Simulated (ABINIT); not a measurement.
**MoS2 (P6_3/mmc): G0W0 with ABINIT, start to end**

How does a plane-wave GW calculation on MoS2 (P6_3/mmc) run from the first input to the gap?

Main program and level: ABINIT 10.8.3; LDA and many-body steps on it, plane waves.

The database entry behind the starting cell differs from later determinations by our own check (about 0.3 % long), so it need not match the best structure at ambient conditions.

### Step 1. The structure

It takes space group P6_3/mmc (No. 194, hexagonal). Conventional cell: a = 3.169 Å, b = 3.169 Å, c = 12.324 Å, α = 90.00°, β = 90.00°, γ = 120.00°. Mo has 6 S at 2.41 Å nearest. Nearest to S lie 3 Mo at 2.41 Å. Farther neighbours and most contacts between anions are not listed.

The cell and positions come from the Crystallography Open Database and are kept as given unless a step says otherwise.

### Step 2. Ground state

This step: ABINIT 10.8.3; DFT, LDA, plane waves, norm-conserving pseudopotentials.

The ground-state density comes first.

Input file run.abi:

```
acell 3*1.0 Angstrom
rprim 
  3.169000000004 -0.000000000001 0.000000000000
  -1.584500000001 2.744434504597 0.000000000000
  0.000000000000 0.000000000000 12.324000000000
ntypat 2
znucl 42 16
natom 6
typat 1 1 2 2 2 2
xred 
  0.333333333333 0.666666666667 0.250000000000
  0.666666666667 0.333333333333 0.750000000000
  0.333333333333 0.666666666667 0.623000000000
  0.666666666667 0.333333333333 0.123000000000
  0.333333333333 0.666666666667 0.877000000000
  0.666666666667 0.333333333333 0.377000000000
pp_dirpath "pseudos"
pseudos "Mo.upf, S.upf"
ecut 36
ngkpt 6 6 2
nshiftk 1
shiftk 0 0 0
kptopt 1
chksymbreak 0
nband 33
occopt 1
tolvrs 1e-10
nstep 60
prtwf 0
optforces 0
optstress 0
indata_prefix "in"
outdata_prefix "out"
tmpdata_prefix "tmp"
```

Command:

```sh
OMP_NUM_THREADS=1 mpirun -n 4 abinit run.abi > log
```

Numbers of over 12 decimals in the logs are rounded to 6 here.

The log of the run:

```text
.Version 10.8.3 of ABINIT. v10.8.2 released Aug 2026.

 Symmetries : space group P6_3/m m c (#194); Bravais hP (primitive hexag.)
================================================================================
 Values of the parameters that define the memory need of the present run
     intxc =       0    ionmov =       0      iscf =       7    lmnmax =       6
     lnmax =       6     mgfft =     128  mpssoang =       3    mqgrid =    6291
     natom =       6  nloc_mem =       1    nspden =       1   nspinor =       1
    nsppol =       1      nsym =      24    n1xccc =    2501    ntypat =       2
    occopt =       1   xclevel =       1
-    mband =          33        mffmem =           1         mkmem =           4
       mpw =        7490          nfft =      165888          nkpt =          14
================================================================================
  Rough estimation (10% accuracy) of disk space for files :
================================================================================

--------------------------------------------------------------------------------
------------- Echo of variables that govern the present computation ------------
--------------------------------------------------------------------------------
 -outvars: echo values of preprocessed input variables --------
            acell      1.8897261259E+00  1.8897261259E+00  1.8897261259E+00 Bohr

      chksymbreak           0
             ecut      3.60000000E+01 Hartree
-          fftalg         312

              ixc       -1012
              kpt      0.00000000E+00  0.00000000E+00  0.00000000E+00
                       1.66666667E-01  0.00000000E+00  0.00000000E+00
                       3.33333333E-01  0.00000000E+00  0.00000000E+00
                       5.00000000E-01  0.00000000E+00  0.00000000E+00
                       1.66666667E-01  1.66666667E-01  0.00000000E+00
                       3.33333333E-01  1.66666667E-01  0.00000000E+00
                       3.33333333E-01  3.33333333E-01  0.00000000E+00
                       0.00000000E+00  0.00000000E+00  5.00000000E-01
                       1.66666667E-01  0.00000000E+00  5.00000000E-01
                       3.33333333E-01  0.00000000E+00  5.00000000E-01
                       5.00000000E-01  0.00000000E+00  5.00000000E-01
[...]
kptrlatt        6    0    0      0    6    0      0    0    2
          kptrlen      3.59312526E+01
P           mkmem           4
            natom           6
            nband          33
            ngfft          36      36     128
             nkpt          14
            nstep          60
             nsym          24
           ntypat           2
              occ      2.000000  2.000000  2.000000  2.000000  2.000000  2.000000
                       2.000000  2.000000  2.000000  2.000000  2.000000  2.000000
                       2.000000  2.000000  2.000000  2.000000  2.000000  2.000000
                       2.000000  2.000000  2.000000  2.000000  2.000000  2.000000
                       2.000000  2.000000  0.000000  0.000000  0.000000  0.000000
[...]
optforces           0
        optstress           0
            prtwf           0
            rprim      3.1690000000E+00 -1.0000000000E-12  0.0000000000E+00
[...]
spgroup         194

           tolvrs      1.00000000E-10

             xred      3.3333333333E-01  6.6666666667E-01  2.5000000000E-01
[...]
znucl       42.00000   16.00000

================================================================================

 chkinp: Checking input parameters for consistency.

================================================================================
== DATASET  1 ==================================================================
-   mpi_nproc: 4, omp_nthreads: 1 (-1 if OMP is not activated)

--- !DatasetInfo
iteration_state: {dtset: 1, }
dimensions: {natom: 6, nkpt: 14, mband: 33, nsppol: 1, nspinor: 1, nspden: 1, mpw: 7490, }
cutoff_energies: {ecut:  36.0, pawecutdg:  -1.0, }
electrons: {nelect:   5.20000000E+01, charge:   0.00000000E+00, occopt:   1.00000000E+00, tsmear:   1.00000000E-02, }

 Real(R)+Recip(G) space primitive vectors, cartesian coordinates (Bohr,Bohr^-1):
 R(1)=  5.9885421  0.0000000  0.0000000  G(1)=  0.1669856  0.0964092  0.0000000
 R(2)= -2.9942710  5.1862296  0.0000000  G(2)=  0.0000000  0.1928183  0.0000000
 R(3)=  0.0000000  0.0000000 23.2889848  G(3)=  0.0000000  0.0000000  0.0429388
 Unit cell volume ucvol=  7.2330822E+02 bohr^3
 Angles (23,13,12)=  9.00000000E+01  9.00000000E+01  1.20000000E+02 degrees

 getcut: wavevector=  0.0000  0.0000  0.0000  ngfft=  36  36 128
         ecut(hartree)=     36.000   => boxcut(ratio)=   2.03490

--- Pseudopotential description ------------------------------------------------
- Mo Generated using ONCVPSP code by D. R. Hamann
- 42.00000  14.00000  180309                  znucl, zion, pspdat
12 -1012 2 -1 1602                            pspcod,pspxc,lmax,lloc,mmax
     nproj     2     2     2
  pspatm : epsatm=   15.87300509
         --- l  ekb(1:nproj) -->
[...]
pspatm: atomic psp has been read  and splines computed

- S Generated using ONCVPSP code by D. R. Hamann
- 16.00000   6.00000  180309                  znucl, zion, pspdat
12 -1012 2 -1 1132                            pspcod,pspxc,lmax,lloc,mmax
     nproj     2     2     2
  pspatm : epsatm=    8.64647033
         --- l  ekb(1:nproj) -->
[...]
pspatm: atomic psp has been read  and splines computed

   3.44925836E+03                                ecore*ucvol(ha*bohr**3)
--------------------------------------------------------------------------------

_setup2: Arith. and geom. avg. npw (full set) are    7464.403    7464.370

================================================================================

--- !BeginCycle
iteration_state: {dtset: 1, }
solver: {iscf: 7, nstep: 60, nline: 4, wfoptalg: 0, }
tolerances: {tolvrs: 1.00E-10, }

     iter   Etot(hartree)      deltaE(h)  residm     vres2
 ETOT  1  -184.64300100378    -1.846E+02 9.662E-02 3.079E+03
 ETOT  2  -182.81473883850     1.828E+00 3.683E-02 2.653E+04
 ETOT  3  -185.18626197076    -2.372E+00 1.031E-02 3.550E+00
 ETOT  4  -185.18833519732    -2.073E-03 3.590E-03 5.646E+00
 ETOT  5  -185.18865175892    -3.166E-04 4.085E-04 5.644E-01
 ETOT  6  -185.18872246458    -7.071E-05 4.533E-04 1.478E-01
 ETOT  7  -185.18873054673    -8.082E-06 2.344E-04 2.028E-04
 ETOT  8  -185.18873058507    -3.834E-08 3.221E-04 1.077E-05
 ETOT  9  -185.18873058692    -1.847E-09 1.661E-04 4.379E-06
 ETOT 10  -185.18873058718    -2.630E-10 2.203E-04 1.333E-07
 ETOT 11  -185.18873058718    -5.684E-12 1.117E-04 1.019E-08
 ETOT 12  -185.18873058721    -2.331E-11 1.893E-04 1.676E-11

 At SCF step   12       vres2   =  1.68E-11 < tolvrs=  1.00E-10 =>converged.

--- !ResultsGS
iteration_state: {dtset: 1, }
comment   : Summary of ground state results
lattice_vectors:
- [  5.9885421,  -0.0000000,   0.0000000, ]
- [ -2.9942710,   5.1862296,   0.0000000, ]
- [  0.0000000,   0.0000000,  23.2889848, ]
lattice_lengths: [   5.98854,    5.98854,   23.28898, ]
lattice_angles: [ 90.000,  90.000, 120.000, ] # degrees, (23, 13, 12)
lattice_volume:   7.2330822E+02
convergence: {deltae: -2.331E-11, res2:  1.676E-11, residm:  1.893E-04, diffor:  0.000E+00, }
etotal    :  -1.85188731E+02
entropy   :   0.00000000E+00
fermie    :   3.03866916E-01
cartesian_stress_tensor: null
pressure_GPa: null
xred      :
- [  3.3333E-01,   6.6667E-01,   2.5000E-01, Mo]
- [  6.6667E-01,   3.3333E-01,   7.5000E-01, Mo]
- [  3.3333E-01,   6.6667E-01,   6.2300E-01,  S]
- [  6.6667E-01,   3.3333E-01,   1.2300E-01,  S]
- [  3.3333E-01,   6.6667E-01,   8.7700E-01,  S]
- [  6.6667E-01,   3.3333E-01,   3.7700E-01,  S]
cartesian_forces: null
force_length_stats: {min: null, max: null, mean: null, }

 Integrated electronic density in atomic spheres:
 ------------------------------------------------
 Atom  Sphere_radius  Integrated_density
[...]
================================================================================

 ----iterations are completed or convergence reached----

 Mean square residual over all n,k,spin=   14.415E-07; max=  18.928E-05
 reduced coordinates (array xred) for    6 atoms
[...]
0.666666666667      0.333333333333      0.750000000000
       0.333333333333      0.666666666667      0.623000000000
       0.666666666667      0.333333333333      0.123000000000
       0.333333333333      0.666666666667      0.877000000000
       0.666666666667      0.333333333333      0.377000000000
 rms dE/dt=  0.0000E+00; max dE/dt=  0.0000E+00; dE/dt below (all hartree)
    1       0.000000000000      0.000000000000      0.000000000000
    2       0.000000000000      0.000000000000      0.000000000000
    3       0.000000000000      0.000000000000      0.000000000000
    4       0.000000000000      0.000000000000      0.000000000000
    5       0.000000000000      0.000000000000      0.000000000000
    6       0.000000000000      0.000000000000      0.000000000000

 cartesian coordinates (angstrom) at end:
    1      6.7e-13     1.829623     3.081000
    2      1.584500     0.914812     9.243000
    3      6.7e-13     1.829623     7.677852
    4      1.584500     0.914812     1.515852
    5      6.7e-13     1.829623    10.808148
    6      1.584500     0.914812     4.646148
 length scales=  1.889726125908  1.889726125908  1.889726125908 bohr
              =  1.000000000000  1.000000000000  1.000000000000 angstroms
 prteigrs : about to open file out_EIG
 Fermi (or HOMO) energy (hartree) =   0.30387   Average Vxc (hartree)=  -0.41409
 Eigenvalues (hartree) for nkpt=  14  k points:
 kpt#   1, nband= 33, wtk=  0.01389, kpt=  0.0000  0.0000  0.0000 (reduced coord)
  -1.95207   -1.95207   -1.00449   -1.00449   -0.99570   -0.99570   -0.99570   -0.99570
  -0.24432   -0.23414   -0.19945   -0.18263    0.05009    0.08930    0.17341    0.18312
   0.18312    0.18359    0.18359    0.22356    0.22356    0.22528    0.22528    0.25972
   0.26124    0.30387    0.38042    0.38064    0.38143    0.38155    0.38687    0.38705
   0.39332
 prteigrs : prtvol=0 or 1, do not print more k-points.

--- !EnergyTerms
iteration_state     : {dtset: 1, }
comment             : Components of total free energy in Hartree
kinetic             :  5.99278736966911E+01
hartree             :  5.39874539839537E+01
xc                  : -3.32316608945557E+01
Ewald energy        : -1.19847493795111E+02
psp_core            :  4.76872549628624E+00
local_psp           : -1.74117323575824E+02
non_local_psp       :  2.33236945013513E+01
total_energy        : -1.85188730587208E+02
total_energy_eV     : -5.03924207641143E+03
band_energy         : -1.64503047837956E+01

== END DATASET(S) ==============================================================
================================================================================

 -outvars: echo values of variables after computation  --------
           etotal     -1.8518873059E+02
            nband          33
             nkpt          14
          spgroup         194
 [... the other variables as echoed above ...]

 Calculation completed.
```

Elapsed: 46 s, on 4 MPI ranks of Arm Neoverse V1, shared host; peak memory 0.43 GiB; 3 min of CPU time.

Numbers from this step:

```
total energy               : -5039.2421 eV
gap                        : 0.8172 eV
k of the valence top       : 0, 0, 0
k of the conduction bottom : 0.1667, 0.1667, 0
least direct gap           : 1.648 eV
```

The gap is indirect, with the least direct gap 0.83 eV higher.

(Continued in part 2 of 3.)

[Paths, hosts, dates, memory and timing lines, banners, echoed tables and standing remarks are left out of the program output.]

[Logs are printed without paths, hosts, clocks, repeated set-up lines and the standing remarks that a program may print on its own settings, such as how far it seeks lower states.]

[Runs of the session that timed out or met a known fault of the program may be left out.]

[Hosts, paths, dates, database ids (printed as entryN), source tags and the programs' standing remarks are cut or masked in the printed files.]

[G0W0 gaps are taken among the corrected bands and points alone; a level outside them can change the order at an edge.]

[Where Ansatz stands beside ABINIT at settings called matched, ABINIT's density can come from a denser mesh and the files from another edition; pairs whose starting gaps differed by over 0.03 eV were left out, so agreement reads better than it is.]
